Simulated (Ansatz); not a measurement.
# How GeN (hypothetical, Fm-3m) expands on warming, part 2 of 3

How much does GeN (hypothetical) expand with temperature? The crystal structure is hypothetical: it was made by swapping elements on a known structure type.

Ansatz 0.2.0; DFT PBE, scalar-relativistic, plane waves, PAW.

So far. Step 2 (A first coarse run): The start is under -14 GPa at this level and looks like a metal on this mesh.

### 5. Relaxing to small residual forces and stress

The thresholds are tightened for a last relaxation ahead of the phonons, and where mesh or smearing change with them the cell follows.

The input, input.yaml:

```yaml
crystal:
  lattice:
    - [0.0, 2.244346697, 2.244346697]
    - [2.244346697, 0.0, 2.244346697]
    - [2.244346697, 2.244346697, 0.0]
  atoms:
    - { symbol: Ge, position: [0.0, 0.0, 0.0] }
    - { symbol: "N", position: [0.5, 0.5, 0.5] }
kpoints:
  mp_grid: { grid: [16, 16, 16] }
hamiltonian:
  xc: pbe
scf:
  occupations: { method: methfessel_paxton, width: 0.15 }
output:
  forces: true
  stress: true
  eigenvalues: true
relax:
  adjacent_minimum: "off"
  f_tol: 0.001
  max_steps: 60
  cell: { stress_tol: 0.01 }
```

Started as:

```sh
$ ansatz run input.yaml --threads 4 --pin off --max-ram 8192MiB --backend cpu --events-out ev --progress --plain --runs-dir out
```

Numbers of over 12 decimals in the logs are rounded to 6 here.

The log of the run:

```text
[...]
Crystal: 2 atoms, lattice volume = 22.610 Å³
Basis set: ecut = 420 eV, 459 PW (Γ), exchange–correlation on 48×48×48 points (8 copies of the dense FFT grid, shifted against one another)
Bands: 14, of which v1, the nominal top of the filled ones, is band 10 counted from 1 (9 counted from 0)
Symmetry: 48 space group operations
[...]
k-points: 145 of 4096
[...]
k-point 144: bands = [... 6 lower, 4.9506, 6.0182, 6.0182, 13.3835, 17.4029, 19.5971, 19.5971, 25.9632]
--- Relaxed structure (2 steps of the walk, 2 accepted, 1 SCFs on fresh bases) ---
[...]
cell:  # Å, volume = 22.6066 Å³
    - [0, 2.244237, 2.244237]
    - [2.244237, 0, 2.244237]
    - [2.244237, 2.244237, 0]
  atoms:
    - { symbol: Ge, position: [0, 0, 0] }
    - { symbol: N, position: [0.5, 0.5, 0.5] }
[key lines of the parts left out:]
SCF converged after 5 iterations
Free energy (F): -4677.625211 eV
Fermi energy:    13.232905 eV
P = ⅓ Tr σ = -0.0056 GPa (-0.056 kbar)
```

It took 2.1 s on 4 threads of Arm Neoverse V2, shared host; peak memory 0.35 GiB.

Little changed from the start: no atom moved by 0.005 Å and no cell edge by 0.1 %.

This step gave:

```yaml
pressure: -0.005650 GPa
```

The residual pressure is -0.0056 GPa, small enough for phonons.

### 6. An input with a fault

This input was changed on purpose, to see how the program answers.

The input, input.yaml:

```yaml
crystal:
  lattice:
    - [0.0, 2.2442366426, 2.2442366426]
    - [2.2442366426, 0.0, 2.2442366426]
    - [2.2442366426, 2.2442366426, 0.0]
  atoms:
    - { symbol: Ge, position: [0.0, 0.0, 0.0] }
    - { symbol: "N", position: [0.5, 0.5, 0.5] }
kpoints:
  mp_grid: { grid: [16, 16, 16] }
hamiltonian:
  xc: pbe
scf:
  occupations: { method: methfessel_paxton, width: 0.15 }
  max_iter: 100
output:
  eigenvalues: true
phonons:
  method: dfpt
  qmesh: [4, 4, 4]
  amplitude: 0.01
  thermal_expansion: {}
```

The log of the run:

```text
Error: invalid value for `phonons.amplitude`: set with method: dfpt — a finite-displacement knob (the displacement step); dfpt computes the analytic response in the run's own cell, with no displaced geometries; remove amplitude or use method: fd, without the keys that are dfpt's alone (method's entry in the input reference names them)
```

Elapsed: 0.02 s, on 4 threads; peak memory 0.031 GiB.

The input was rejected at the start.

The program's message: “Error: invalid value for `phonons.amplitude`: set with method: dfpt — a finite-displacement knob (the displacement step); dfpt computes the analytic response in the run's own cell, with no displaced g …”

The fault put into the input: a displacement amplitude under linear response.

### 7. The quasi-harmonic study

Thermal expansion follows from how the free energy of the vibrations (and of the electrons in a metal) changes with strain, so the program makes strained cells, their phonons and a fit in one run.

input.yaml: that of step 6 with these lines changed.

```diff
@@ -14,3 +14,2 @@
   occupations: { method: methfessel_paxton, width: 0.15 }
-  max_iter: 100
 output:
@@ -20,3 +19,3 @@
   qmesh: [4, 4, 4]
-  amplitude: 0.01
+  temperatures: { t_max: 1200.0, t_step: 50 }
   thermal_expansion: {}
```

The log of the run:

```text
The last accepted step is kept in <dir> (removed where the run ends without a failure and the disk answers)
Engine: ansatz 0.2.0, aarch64-unknown-linux-gnu
Pseudopotentials: kind: paw
Pseudopotential: Ge, paw, valence charge 14, recommended cutoff 420 eV (normal), Ge.paw.azcp
Pseudopotential: N, paw, valence charge 5, recommended cutoff 420 eV (normal), N.paw.azcp
Functional definition: PBE
  parameter kappa = 0.804
  parameter beta = 0.066725
  exchange = pbe_x(kappa = kappa, mu = beta*pi^2/3)
  correlation = pbe_c(beta = beta)
Crystal: 2 atoms, lattice volume = 22.607 Å³
Basis set: ecut = 487.2 eV, 537 PW (Γ), exchange–correlation on 48×48×48 points (8 copies of the dense FFT grid, shifted against one another)
Bands: 14, of which v1, the nominal top of the filled ones, is band 10 counted from 1 (9 counted from 0)
Symmetry: 48 space group operations
Space group: Fm-3m (ITA 225), of the structure as read, at distance tolerance 2.8e-5 Å
k-points: 145 of 4096
Non-local potential: Ge, projectors of the file, l = 0: 2, l = 1: 2, l = 2: 3, l = 3: 1
Non-local potential: N, projectors of the file, l = 0: 2, l = 1: 2, l = 2: 1
PAW form: soft (Blöchl's): semilocal exchange-correlation on the pseudo side does not see the compensation charge
PAW one-centre angular grid: Ge, 590 points (default); XC on 64 Gauss nodes
PAW one-centre angular grid: N, 110 points (default); XC on 64 Gauss nodes
Initial density: superposition of atomic densities (neutral atoms: chi_scale 0, normalization atom), corrected by the library's trained network
Initial wavefunctions: pseudopotential atomic-orbital guess
Functional: x = pbe(κ = 0.804, μ = 0.219515), c = pbe(β = 0.066725)
SCF iter   1: F=—  HF=-4677.631283 eV  |F-HF|=—  |Δ(HF+E_count)|=         —  Δρ=3.75e-3  dr2=3.47e-3  ethr=1.77e-3  ⟨swp⟩=5.0  Hψ=9425  notcnv=0
preconditioner: auto → none  [metal: Δε(μ)=0.015 eV  Ē_g=23.047 eV  σ=0.150 eV  W_gap=0.09  n_scr=8 (ndim 8)  ℏωp=34.0 eV  f_vac=0.000  D(μ)=0.68/eV (n_scr^D=0)  sad-step TF]
SCF iter   2: F=—  HF=-4677.630834 eV  |F-HF|=—  |Δ(HF+E_count)|=   4.50e-4  S|Δr|=    0.00e0  Δρ=2.77e-3  dr2=1.93e-3  ethr=1.83e-5  ⟨swp⟩=1.3  Hψ=3337  notcnv=0
SCF iter   3: F=—  HF=-4677.630533 eV  |F-HF|=—  |Δ(HF+E_count)|=   3.01e-4  S|Δr|=    0.00e0  Δρ=8.98e-4  dr2=1.86e-4  ethr=1.02e-5  ⟨swp⟩=2.3  Hψ=3380  notcnv=0
SCF iter   4: F=—  HF=-4677.630414 eV  |F-HF|=—  |Δ(HF+E_count)|=   1.19e-4  S|Δr|=    0.00e0  Δρ=3.87e-4  dr2=1.03e-5  ethr=9.81e-7  ⟨swp⟩=2.1  Hψ=3371  notcnv=0
SCF iter   5: F=—  HF=-4677.630417 eV  |F-HF|=—  |Δ(HF+E_count)|=   3.47e-6  S|Δr|=    0.00e0  Δρ=1.42e-4  dr2=2.09e-6  ethr=5.42e-8  ⟨swp⟩=2.0  Hψ=3393  notcnv=0
[...]
Free energy (F): -4677.630416 eV
Harris-Foulkes:  -4677.630416 eV  (|F-HF|=1.82e-12)
Internal energy: -4677.630313 eV  (E = F + TS)
E sigma→0 (E₀):  -4677.630390 eV
Entropy (-TS):   -0.000103 eV (-0.051 meV/atom)
Fermi energy:    13.232920 eV
--- Per-component energies (eV) ---
  E_band       = -72.799417
  E_kinetic    = 238.290126
  E_local      = -2151.792570  (includes V_loc(G=0)·N_el)
  E_nonlocal   = 462.864507
  E_hartree    = 922.545172
  E_xc         = -135.427147
  E_vxc        = -140.668520  (∫ρ·V_xc dr)
  E_paw        = -2144.058817  (= ΣΔE_a)
  E_vpaw       = -326.583325  (= ΣTr[D̂ρ^β])
  E_aug_tail   = 0.000012  (compensation charges beyond the density's cutoff)
  E_ewald      = -1870.051595
  E_smearing   = -0.000103  (= −TS)
  E_closure    = 0.000000  (closes the sum)
  Σ components = -4677.630416   (vs F -4677.630416, Δ=0.00e0)
--- Forces (eV/Å), atoms counted from 1 ---
  atom   1  Ge    -0.00000000     0.00000000    -0.00000000
  atom   2  N      0.00000000    -0.00000000    -0.00000000
  max |Σ_I F_I| component: 1.10e-29 eV/Å
--- Stress (GPa, compression-positive) ---
       -0.033331      -0.000000      -0.000000
       -0.000000      -0.033331      -0.000000
        0.000000      -0.000000      -0.033331
  P = ⅓ Tr σ = -0.0333 GPa (-0.333 kbar)
--- Band table (eV; the first three rows and the last of 145) ---
  k-point 0: bands = [... 6 lower, 9.7207, 10.4377, 10.4377, 10.4377, 21.8438, 21.8438, 21.8438, 23.6251]
  k-point 1: bands = [... 6 lower, 8.9251, 10.4363, 10.4363, 11.1447, 21.1936, 21.4700, 21.4700, 23.5826]
  k-point 2: bands = [... 6 lower, 7.7930, 10.4344, 10.4344, 12.0079, 19.9921, 20.6614, 20.6614, 23.4777]
  k-point 144: bands = [... 6 lower, 4.9506, 6.0180, 6.0180, 13.3833, 17.4032, 19.5967, 19.5967, 25.9621]
── thermal expansion: 3 new cells, 3 in all ──
thermal expansion: relaxation of cell 2
thermal expansion: relaxation of cell 3
── thermal expansion: 2 new cells, 5 in all ──
thermal expansion: relaxation of cell 4
thermal expansion: lower-state search of cell 4
thermal expansion: electrons of cell 4
thermal expansion: phonons of cell 4
WARN: thermal expansion: vibrations_at_or_below_zero in the phonons of 1 cell: 4
this run last wrote the structure of step 1 to <dir>
--- Relaxed structure (1 steps of the walk, 1 accepted, 0 SCFs on fresh bases) ---
  F+E_penalty+E_count = -4677.63041575 eV   max|allowed force component| = 6.048e-30 eV/Å
  atoms:
    - { symbol: Ge, position: [0.0, 0.0, 0.0] }
    - { symbol: N, position: [0.5, 0.5, 0.5] }
--- Thermal expansion: 5 cells in 2 rounds, 0 GPa ---
  no lower state was reached at cell 4; its state was not examined: fill_not_monotonic
  not told: vibrations stand at or below zero in cell 4 (1.453 modes a cell, the lowest at -364.2 cm⁻¹): the crystal is at no minimum there, or its k-points are too few: type the crystal that it becomes, another pressure, or a denser kpoints.mp_grid, in a new run
  vibrations_at_or_below_zero in the phonons of 1 cell: 4
Error: vibrations stand at or below zero in cell 4 (1.453 modes a cell, the lowest at -364.2 cm⁻¹): the crystal is at no minimum there, or its k-points are too few: type the crystal that it becomes, another pressure, or a denser kpoints.mp_grid, in a new run
[key lines of the parts left out:]
SCF converged after 9 iterations
```

It took 6.4 min on 4 threads; peak memory 3.8 GiB.

The run ended with an error.

The program's message: “vibrations stand at or below zero in cell 4 (1.453 modes a cell, the lowest at -364.2 cm⁻¹): the crystal is at no minimum there, or its k-points are too few: type the crystal that it becomes, another …”

### 8. The quasi-harmonic study

The study relaxes the crystal at several strains, solves the phonons on some of them and minimises the free energy at each temperature (static energy, vibrations, the electrons in a metal, and PV under a set pressure); the q-mesh sets how far the force constants reach.

input.yaml is that of step 7.

The log of the run:

```text
The last accepted step is kept in <dir> (removed where the run ends without a failure and the disk answers)
Engine: ansatz 0.2.0, aarch64-unknown-linux-gnu
Pseudopotentials: kind: paw
Pseudopotential: Ge, paw, valence charge 14, recommended cutoff 420 eV (normal), Ge.paw.azcp
Pseudopotential: N, paw, valence charge 5, recommended cutoff 420 eV (normal), N.paw.azcp
Functional definition: PBE
  parameter kappa = 0.804
  parameter beta = 0.066725
  exchange = pbe_x(kappa = kappa, mu = beta*pi^2/3)
  correlation = pbe_c(beta = beta)
Crystal: 2 atoms, lattice volume = 22.607 Å³
Basis set: ecut = 487.2 eV, 537 PW (Γ), exchange–correlation on 48×48×48 points (8 copies of the dense FFT grid, shifted against one another)
Bands: 14, of which v1, the nominal top of the filled ones, is band 10 counted from 1 (9 counted from 0)
Symmetry: 48 space group operations
Space group: Fm-3m (ITA 225), of the structure as read, at distance tolerance 2.8e-5 Å
k-points: 145 of 4096
Non-local potential: Ge, projectors of the file, l = 0: 2, l = 1: 2, l = 2: 3, l = 3: 1
Non-local potential: N, projectors of the file, l = 0: 2, l = 1: 2, l = 2: 1
PAW form: soft (Blöchl's): semilocal exchange-correlation on the pseudo side does not see the compensation charge
PAW one-centre angular grid: Ge, 590 points (default); XC on 64 Gauss nodes
PAW one-centre angular grid: N, 110 points (default); XC on 64 Gauss nodes
Initial density: superposition of atomic densities (neutral atoms: chi_scale 0, normalization atom), corrected by the library's trained network
Initial wavefunctions: pseudopotential atomic-orbital guess
Functional: x = pbe(κ = 0.804, μ = 0.219515), c = pbe(β = 0.066725)
SCF iter   1: F=—  HF=-4677.631283 eV  |F-HF|=—  |Δ(HF+E_count)|=         —  Δρ=3.75e-3  dr2=3.47e-3  ethr=1.77e-3  ⟨swp⟩=5.0  Hψ=9425  notcnv=0
preconditioner: auto → none  [metal: Δε(μ)=0.015 eV  Ē_g=23.047 eV  σ=0.150 eV  W_gap=0.09  n_scr=8 (ndim 8)  ℏωp=34.0 eV  f_vac=0.000  D(μ)=0.68/eV (n_scr^D=0)  sad-step TF]
SCF iter   2: F=—  HF=-4677.630834 eV  |F-HF|=—  |Δ(HF+E_count)|=   4.50e-4  S|Δr|=    0.00e0  Δρ=2.77e-3  dr2=1.93e-3  ethr=1.83e-5  ⟨swp⟩=1.3  Hψ=3337  notcnv=0
SCF iter   3: F=—  HF=-4677.630533 eV  |F-HF|=—  |Δ(HF+E_count)|=   3.01e-4  S|Δr|=    0.00e0  Δρ=8.98e-4  dr2=1.86e-4  ethr=1.02e-5  ⟨swp⟩=2.3  Hψ=3380  notcnv=0
SCF iter   4: F=—  HF=-4677.630414 eV  |F-HF|=—  |Δ(HF+E_count)|=   1.19e-4  S|Δr|=    0.00e0  Δρ=3.87e-4  dr2=1.03e-5  ethr=9.81e-7  ⟨swp⟩=2.1  Hψ=3371  notcnv=0
SCF iter   5: F=—  HF=-4677.630417 eV  |F-HF|=—  |Δ(HF+E_count)|=   3.47e-6  S|Δr|=    0.00e0  Δρ=1.42e-4  dr2=2.09e-6  ethr=5.42e-8  ⟨swp⟩=2.0  Hψ=3393  notcnv=0
[...]
Free energy (F): -4677.630416 eV
Harris-Foulkes:  -4677.630416 eV  (|F-HF|=1.82e-12)
Internal energy: -4677.630313 eV  (E = F + TS)
E sigma→0 (E₀):  -4677.630390 eV
Entropy (-TS):   -0.000103 eV (-0.051 meV/atom)
Fermi energy:    13.232920 eV
--- Per-component energies (eV) ---
  E_band       = -72.799417
  E_kinetic    = 238.290126
  E_local      = -2151.792570  (includes V_loc(G=0)·N_el)
  E_nonlocal   = 462.864507
  E_hartree    = 922.545172
  E_xc         = -135.427147
  E_vxc        = -140.668520  (∫ρ·V_xc dr)
  E_paw        = -2144.058817  (= ΣΔE_a)
  E_vpaw       = -326.583325  (= ΣTr[D̂ρ^β])
  E_aug_tail   = 0.000012  (compensation charges beyond the density's cutoff)
  E_ewald      = -1870.051595
  E_smearing   = -0.000103  (= −TS)
  E_closure    = 0.000000  (closes the sum)
  Σ components = -4677.630416   (vs F -4677.630416, Δ=0.00e0)
--- Forces (eV/Å), atoms counted from 1 ---
  atom   1  Ge    -0.00000000     0.00000000    -0.00000000
  atom   2  N      0.00000000    -0.00000000    -0.00000000
  max |Σ_I F_I| component: 1.10e-29 eV/Å
--- Stress (GPa, compression-positive) ---
       -0.033331      -0.000000      -0.000000
       -0.000000      -0.033331      -0.000000
        0.000000      -0.000000      -0.033331
  P = ⅓ Tr σ = -0.0333 GPa (-0.333 kbar)
--- Band table (eV; the first three rows and the last of 145) ---
  k-point 0: bands = [... 6 lower, 9.7207, 10.4377, 10.4377, 10.4377, 21.8438, 21.8438, 21.8438, 23.6251]
  k-point 1: bands = [... 6 lower, 8.9251, 10.4363, 10.4363, 11.1447, 21.1936, 21.4700, 21.4700, 23.5826]
  k-point 2: bands = [... 6 lower, 7.7930, 10.4344, 10.4344, 12.0079, 19.9921, 20.6614, 20.6614, 23.4777]
  k-point 144: bands = [... 6 lower, 4.9506, 6.0180, 6.0180, 13.3833, 17.4032, 19.5967, 19.5967, 25.9621]
── thermal expansion: 3 new cells, 3 in all ──
thermal expansion: relaxation of cell 2
thermal expansion: relaxation of cell 3
── thermal expansion: 2 new cells, 5 in all ──
thermal expansion: relaxation of cell 4
thermal expansion: lower-state search of cell 4
thermal expansion: electrons of cell 4
thermal expansion: phonons of cell 4
WARN: thermal expansion: vibrations_at_or_below_zero in the phonons of 1 cell: 4
this run last wrote the structure of step 1 to <dir>
--- Relaxed structure (1 steps of the walk, 1 accepted, 0 SCFs on fresh bases) ---
  F+E_penalty+E_count = -4677.63041575 eV   max|allowed force component| = 6.048e-30 eV/Å
  atoms:
    - { symbol: Ge, position: [0.0, 0.0, 0.0] }
    - { symbol: N, position: [0.5, 0.5, 0.5] }
--- Thermal expansion: 5 cells in 2 rounds, 0 GPa ---
  no lower state was reached at cell 4; its state was not examined: fill_not_monotonic
  not told: vibrations stand at or below zero in cell 4 (1.453 modes a cell, the lowest at -364.2 cm⁻¹): the crystal is at no minimum there, or its k-points are too few: type the crystal that it becomes, another pressure, or a denser kpoints.mp_grid, in a new run
  vibrations_at_or_below_zero in the phonons of 1 cell: 4
Error: vibrations stand at or below zero in cell 4 (1.453 modes a cell, the lowest at -364.2 cm⁻¹): the crystal is at no minimum there, or its k-points are too few: type the crystal that it becomes, another pressure, or a denser kpoints.mp_grid, in a new run
[key lines of the parts left out:]
SCF converged after 9 iterations
```

Wall time 6.2 min (4 threads); peak memory 3.8 GiB.

The run ended with an error.

The program's message: “vibrations stand at or below zero in cell 4 (1.453 modes a cell, the lowest at -364.2 cm⁻¹): the crystal is at no minimum there, or its k-points are too few: type the crystal that it becomes, another …”

[end of part 2 of 3]

[Logs are printed without paths, hosts, clocks, repeated set-up lines and the standing remarks that a program may print on its own settings, such as how far it seeks lower states.]

[Hosts, paths, dates, database ids (printed as entryN), source tags and the programs' standing remarks are cut or masked in the printed files.]

[A step with changed settings may run another functional than the one named; its input shows which.]
